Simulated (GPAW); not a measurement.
# Optical response of LiCl

Aim: the dielectric function of LiCl, and the optical constants that follow from it. The cell comes from an older database entry, whose edges can differ from later determinations, mostly by under a per cent.

Calculated with GPAW 26.7.0; DFT, PBE, plane-wave PAW (GPAW data sets), scalar-relativistic, RPA, optical limit.

The database entry behind the starting cell differs from later determinations by our own check (0.1 to 0.3 % short, probably kX units), so it need not match the best structure at ambient conditions.

## 1. The starting structure

It takes space group Fm-3m (No. 225, cubic). Conventional cell: a = 5.130 Å, b = 5.130 Å, c = 5.130 Å, α = 90.00°, β = 90.00°, γ = 90.00°. Nearest to Cl lie 6 Li at 2.56 Å. Li has 6 Cl at 2.56 Å nearest. Farther neighbours and most contacts between anions are not listed.

## 2. Ground state

First the ground state: is it a metal or has it a gap?

This step: DFT, PBE, plane-wave PAW (GPAW data sets), scalar-relativistic, ground state (GPAW 26.7.0).

File gs.py:

```python
from ase import Atoms
from ase.dft.bandgap import bandgap
from gpaw import GPAW, PW, FermiDirac

atoms = Atoms(['Cl', 'Li'],
              cell=[[0.000000000000, 2.564770000000, 2.564770000000],
                    [2.564770000000, 0.000000000000, 2.564770000000],
                    [2.564770000000, 2.564770000000, 0.000000000000]],
              scaled_positions=[[0.500000000000, 0.500000000000, 0.500000000000],
                                [0.000000000000, 0.000000000000, 0.000000000000]],
              pbc=[True, True, True])
atoms.calc = GPAW(mode=PW(500), xc='PBE', kpts={'size': (8, 8, 8), 'gamma': True},
                  occupations=FermiDirac(0.05), maxiter=150, txt='gs.txt')
print('energy (eV)', atoms.get_potential_energy())
print('Fermi level (eV)', atoms.calc.get_fermi_level())
print('valence electrons', atoms.calc.get_number_of_electrons())
print('gap (eV)', bandgap(atoms.calc, output=None)[0])
print('direct gap (eV)', bandgap(atoms.calc, direct=True, output=None)[0])
atoms.calc.write('gs.gpw')
```

Run with:

```
$ OMP_NUM_THREADS=1 python gs.py
```

Numbers of over 12 decimals in the logs are rounded to 6 here.

The log of the run:

```text
__  _  _
 | _ |_)|_||  |
 |__||  | ||/\| - 26.7.0

Versions:
  Python: 3.12.14
  ASE:    3.29.0
  Numpy:  2.5.5
  Scipy:  1.18.1
  Libxc:  7.0.0

Input parameters:
  mode=PW(ecut=500.0),
  kpts=MonkhorstPack(size=(8, 8, 8), gamma=True),
  maxiter=150,
  occupations=Occupations(name='fermi-dirac', width=0.05, fixmagmom=False),
  xc=XC(name='PBE')

Diagonalizing LCAO Hamiltonian
Converting LCAO to pw mode

               Cl

       Li

Atoms  # Å, Bohr magnetons
|   | symbol |        x |        y |        z |    initial magnetic moments |
| 0 |     Cl | 2.564770 | 2.564770 | 2.564770 | ( 0.0000,  0.0000,  0.0000) |
| 1 |     Li | 0.000000 | 0.000000 | 0.000000 | ( 0.0000,  0.0000,  0.0000) |

Unit cell  # Å
| periodic |        x |        y |        z |  lengths |    angles |
|      yes | 0.000000 | 2.564770 | 2.564770 | 3.627133 | 60.000000 |
|      yes | 2.564770 | 0.000000 | 2.564770 | 3.627133 | 60.000000 |
|      yes | 2.564770 | 2.564770 | 0.000000 | 3.627133 | 60.000000 |

Number of symmetries: 48
Symmetry operations  # r_c * U_cc + t_c -> r_c
|    | kind |            matrix            |
|  0 |  σ   |  1, 0, 0,  1, 0,-1,  1,-1, 0 |
|  1 |  C2  |  1, 0, 0,  1,-1, 0,  1, 0,-1 |
|  2 |  E   |  1, 0, 0,  0, 1, 0,  0, 0, 1 |
|  3 |  σ   |  1, 0, 0,  0, 0, 1,  0, 1, 0 |
|  4 |  C4  |  1, 0,-1,  1, 0, 0,  1,-1, 0 |
|  5 |  S6  |  1, 0,-1,  1,-1, 0,  1, 0, 0 |
|  6 |  σ   |  1, 0,-1,  0, 1,-1,  0, 0,-1 |
|  7 |  C3  |  1, 0,-1,  0, 0,-1,  0, 1,-1 |
|  8 |  S6  |  1,-1, 0,  1, 0, 0,  1, 0,-1 |
|  9 |  C4  |  1,-1, 0,  1, 0,-1,  1, 0, 0 |
| 10 |  C3  |  1,-1, 0,  0,-1, 1,  0,-1, 0 |
| 11 |  σ   |  1,-1, 0,  0,-1, 0,  0,-1, 1 |
| 12 |  σ   |  0, 1, 0,  1, 0, 0,  0, 0, 1 |
| 13 |  C4  |  0, 1, 0,  0, 1,-1, -1, 1, 0 |
| 14 |  C3  |  0, 1, 0,  0, 0, 1,  1, 0, 0 |
| 15 |  S6  |  0, 1, 0, -1, 1, 0,  0, 1,-1 |
| 16 |  C2  |  0, 1,-1,  1, 0,-1,  0, 0,-1 |
| 17 |  σ   |  0, 1,-1,  0, 1, 0, -1, 1, 0 |
| 18 |  S4  |  0, 1,-1,  0, 0,-1,  1, 0,-1 |
| 19 |  C4  |  0, 1,-1, -1, 1, 0,  0, 1, 0 |
| 20 |  C3  |  0, 0, 1,  1, 0, 0,  0, 1, 0 |
| 21 |  σ   |  0, 0, 1,  0, 1, 0,  1, 0, 0 |
| 22 |  S6  |  0, 0, 1,  0,-1, 1, -1, 0, 1 |
| 23 |  C4  |  0, 0, 1, -1, 0, 1,  0,-1, 1 |
| 24 |  S4  |  0, 0,-1,  1, 0,-1,  0, 1,-1 |
| 25 |  C3  |  0, 0,-1,  0, 1,-1,  1, 0,-1 |
| 26 |  C2  |  0, 0,-1,  0,-1, 0, -1, 0, 0 |
| 27 |  S6  |  0, 0,-1, -1, 0, 0,  0,-1, 0 |
| 28 |  S4  |  0,-1, 1,  1,-1, 0,  0,-1, 0 |
| 29 |  C4  |  0,-1, 1,  0, 0, 1, -1, 0, 1 |
| 30 |  C2  |  0,-1, 1,  0,-1, 0,  1,-1, 0 |
| 31 |  σ   |  0,-1, 1, -1, 0, 1,  0, 0, 1 |
| 32 |  C3  |  0,-1, 0,  1,-1, 0,  0,-1, 1 |
| 33 |  S6  |  0,-1, 0,  0, 0,-1, -1, 0, 0 |
| 34 |  S4  |  0,-1, 0,  0,-1, 1,  1,-1, 0 |
| 35 |  C2  |  0,-1, 0, -1, 0, 0,  0, 0,-1 |
| 36 |  C2  | -1, 1, 0,  0, 1, 0,  0, 1,-1 |
| 37 |  S6  | -1, 1, 0,  0, 1,-1,  0, 1, 0 |
| 38 |  S4  | -1, 1, 0, -1, 0, 1, -1, 0, 0 |
| 39 |  C3  | -1, 1, 0, -1, 0, 0, -1, 0, 1 |
| 40 |  S6  | -1, 0, 1,  0, 0, 1,  0,-1, 1 |
| 41 |  C2  | -1, 0, 1,  0,-1, 1,  0, 0, 1 |
| 42 |  C3  | -1, 0, 1, -1, 1, 0, -1, 0, 0 |
| 43 |  S4  | -1, 0, 1, -1, 0, 0, -1, 1, 0 |
| 44 |  C2  | -1, 0, 0,  0, 0,-1,  0,-1, 0 |
| 45 |  i   | -1, 0, 0,  0,-1, 0,  0, 0,-1 |
| 46 |  σ   | -1, 0, 0, -1, 1, 0, -1, 0, 1 |
| 47 |  C2  | -1, 0, 0, -1, 0, 1, -1, 1, 0 |

BZ-sampling:
  Number of BZ points: 512
  Number of IBZ points: 29

  Monkhorst-Pack size: [8, 8, 8]
  Monkhorst-Pack shift: [0.0625, 0.0625, 0.0625]

K-points  # in reciprocal-cell coordinates
|     |                                coordinates |     weight |
|   0 | (  0.00000000,   0.00000000,   0.00000000) | 0.00195312 |
|   1 | (  0.12500000,   0.12500000,   0.00000000) | 0.01171875 |
|   2 | (  0.12500000,   0.12500000,   0.12500000) | 0.01562500 |
|   3 | (  0.25000000,   0.12500000,   0.12500000) | 0.02343750 |
|   4 | (  0.25000000,   0.25000000,   0.00000000) | 0.01171875 |
|   5 | (  0.25000000,   0.25000000,   0.12500000) | 0.04687500 |
|   6 | (  0.25000000,   0.25000000,   0.25000000) | 0.01562500 |
|   7 | (  0.37500000,   0.25000000,  -0.37500000) | 0.04687500 |
|   8 | (  0.37500000,   0.25000000,   0.12500000) | 0.04687500 |
|   9 | (  0.37500000,   0.25000000,   0.25000000) | 0.04687500 |
| ... |                                            |            |
|  28 | (  0.50000000,   0.50000000,   0.50000000) | 0.00781250 |

Plane wave coefficients: 877
Cutoff: 500.0 eV

Spin-components: 1 (collinear spins)
Bands:           8
Projectors:      8
Spin-degeneracy: 2
Datatype:        complex128

Parallelization:
  kpt:    1
  domain: 1
  band:   1

Density:
  Valence electrons: 8.0
  Components: 1
  Grid points: [20 20 20]
  Charge: 0.0  # |e|

Potential:
  Grid points: [20 20 20]

species:
  Cl:
    name:    Chlorine
    id:
    Z:       17.0
    valence: 7
    core:    10
    charge:  0.0  # [|e|]
    compensation charges:
      type: gauss
      rc: 0.25  # [Å]
      lmax: 2
    cutoffs:
      filter: 1.40  # [Å]
      core: 1.49  # [Å]
    projectors
    | kind |    occ | energy [eV] | rcut [Å] |
    |   3s |  2.000 |     -20.689 |    0.794 |
    |   3p |  5.000 |      -8.594 |    0.794 |
    |    s |        |       6.523 |    0.794 |
    |    p |        |      18.617 |    0.794 |
    |    d |        |       0.000 |    0.794 |

    Using partial waves for Cl as LCAO basis

  Li:
    name:    Lithium
    id:
    Z:       3.0
    valence: 1
    core:    2
    charge:  0.0  # [|e|]
    compensation charges:
      type: gauss
      rc: 0.33  # [Å]
      lmax: 2
    cutoffs:
      filter: 1.91  # [Å]
      core: 2.55  # [Å]
    projectors
    | kind |    occ | energy [eV] | rcut [Å] |
    |   2s |  1.000 |      -2.874 |    1.058 |
    |   2p |  0.000 |      -1.090 |    1.058 |
    |    s |        |      24.337 |    1.058 |

    Using partial waves for Li as LCAO basis

Reference energy: -12757.737216  # eV

eigensolver:
  PPCG
  Converge bands: occupied
  niter=2

density mixing:
  MSR1-Mixer
  Pratt-step length: 0.05
  Maximum mixing coefficient: 0.75
  Old densities: 10
  SVD Regularization: 0.005
  Good broyden scale: 1.0
  Trust region scale: 1.0
  Backstep threshold: 4.0
  History deletion threshold: 6.0
  Fourier metric: weight=20.0, sigma=0.015

occupation numbers:
  Fermi-Dirac:
    width: 0.0500  # eV

poisson solver:
  ecut: 4000.0  # eV

xc functional:
  name: PBE with 2 nearest neighbor stencil

convergence criteria:
- Maximum [total energy] change in last 3 cyles: 0.0005 eV / valence electron
- Maximum integral of absolute [dens]ity change: 0.0001 electrons / valence electron
- Maximum integral of absolute [eigenst]ate change: 4e-08 eV^2 / valence electron
maximum number of iterations: 150

SCF iterations
|iter     |      energy | eigst |  dens |
|iter:   1||   -7.330817 | -0.90 |       |
|iter:   2||   -7.330331 | -2.70 | -1.29 |
|iter:   3||   -7.335502 | -2.63 | -1.32 |
|iter:   4||   -7.338932 | -3.78 | -1.88 |
|iter:   5||   -7.339230c| -4.68 | -2.53 |
|iter:   6||   -7.339242c| -5.77 | -3.23 |
|iter:   7||   -7.339242c| -7.52c| -4.27c|

Converged in 7 steps
SCF loop duration: 2.059 s (0.294 s/step)
Energy contributions relative to reference atoms: (reference = -12757.737216)

Energy contributions:
  Kinetic:           7.823766
  Coulomb:          -8.128282
  Zero:              0.009457
  External:          0.000000
  Xc:               -7.044183
  Entropy:           0.000000
  Spinorbit:         0.000000
  ----------------------------
  Free energy:      -7.339242
  Extrapolated:     -7.339242

dipole moment: (-2.953843, -2.953843, -2.953843)  # |e|*Ang

Fermi level: 3.610
Eigenvalues  # (at kpt = [0.000, 0.000, 0.000])
| band index |      eig [eV] | occ [0-2] |
|          0 |       -12.652 |     2.000 |
|          1 |         0.748 |     2.000 |
|          2 |         0.748 |     2.000 |
|          3 |         0.748 |     2.000 |
|          4 |         7.071 |     0.000 |
|          5 |        15.311 |     0.000 |
|          6 |        15.311 |     0.000 |
|          7 |        15.311 |     0.000 |

Gap: 6.324 eV
Transition (v -> c):
  (s=0, k=0, n=3, [0.00, 0.00, 0.00]) -> (s=0, k=0, n=4, [0.00, 0.00, 0.00])
No difference between direct/indirect transitions

--- standard output ---
energy (eV) -7.339242
Fermi level (eV) 3.610157
valence electrons 8.0
gap (eV) 6.323527
direct gap (eV) 6.323527
```

Run time: 3.4 s. Hardware: 1 thread of Arm Neoverse V2, shared host; peak memory 0.13 GiB.

Numbers from this step:

* energy: -7.339 eV
* Fermi energy: 3.610 eV
* gap on the k-mesh: 6.324 eV
* direct gap on the mesh: 6.324 eV
* electrons: 8

There is a gap, 6.32 eV on this mesh (points off the mesh can give less), so no carriers' term is needed.

## 3. Bands for the response

At the fixed density, many empty bands are solved on the mesh of the response, since the spectrum sums over them.

This step: DFT, PBE, plane-wave PAW (GPAW data sets), scalar-relativistic, bands at fixed density (GPAW 26.7.0).

File nscf.py:

```python
from ase.dft.bandgap import bandgap
from gpaw import GPAW, FermiDirac

calc = GPAW('gs.gpw').fixed_density(kpts={'size': (12, 12, 12), 'gamma': True}, nbands=29, convergence={'bands': 23},
                                    occupations=FermiDirac(0.001), txt='nscf.txt')
print('gap (eV)', bandgap(calc, output=None)[0])
print('direct gap (eV)', bandgap(calc, direct=True, output=None)[0])
print('top band over the Fermi level (eV)', min(calc.get_eigenvalues(kpt=k)[22] for k in range(len(calc.get_ibz_k_points()))) - calc.get_fermi_level())
calc.write('full.gpw', mode='all')
```

Run with:

```
$ OMP_NUM_THREADS=1 python nscf.py
```

The log of the run:

```text
Diagonalizing LCAO Hamiltonian
Converting LCAO to pw mode
convergence criteria:
- Maximum integral of absolute [eigenst]ate change: 4e-08 eV^2 / valence electron
maximum number of iterations: 150

SCF iterations
|iter     |      energy | eigst |  dens |
|iter:   1||             | +3.42 |       |
|iter:   2||             | +1.80 |       |
|iter:   3||             | -0.54 |       |
|iter:   4||             | -2.16 |       |
|iter:   5||             | -3.91 |       |
|iter:   6||             | -5.36 |       |
|iter:   7||             | -6.87 |       |
|iter:   8||             | -7.70c|       |
SCF steps: 8
  __  _  _
 | _ |_)|_||  |
 |__||  | ||/\| - 26.7.0

Versions:
  Python: 3.12.14
  ASE:    3.29.0
  Numpy:  2.5.5
  Scipy:  1.18.1
  Libxc:  7.0.0

Input parameters:
  mode=PW(ecut=500.0),
  convergence={'bands': 23},
  gpts=array([20, 20, 20]),
  kpts=MonkhorstPack(size=(12, 12, 12), gamma=True),
  maxiter=150,
  nbands=29,
  occupations=Occupations(name='fermi-dirac', width=0.001, fixmagmom=False),
  parallel={},
  xc=XC(name='PBE')

--- standard output ---
gap (eV) 6.319491
direct gap (eV) 6.323527
top band over the Fermi level (eV) 30.737903
```

Run time: 20 s. Hardware: 1 thread; peak memory 0.17 GiB.

Read-outs, printed or worked out from the files:

| Quantity | Value |
| --- | --- |
| gap on the k-mesh | 6.319 eV |

(Part 1 of 2 ends here.)

[Machine, clock and banner lines and Python warnings are left out of the logs.]

[Logs are printed without paths, hosts, clocks, repeated set-up lines and the standing remarks that a program may print on its own settings, such as how far it seeks lower states.]

[Hosts, paths, dates, database ids (printed as entryN), source tags and the programs' standing remarks are cut or masked in the printed files.]
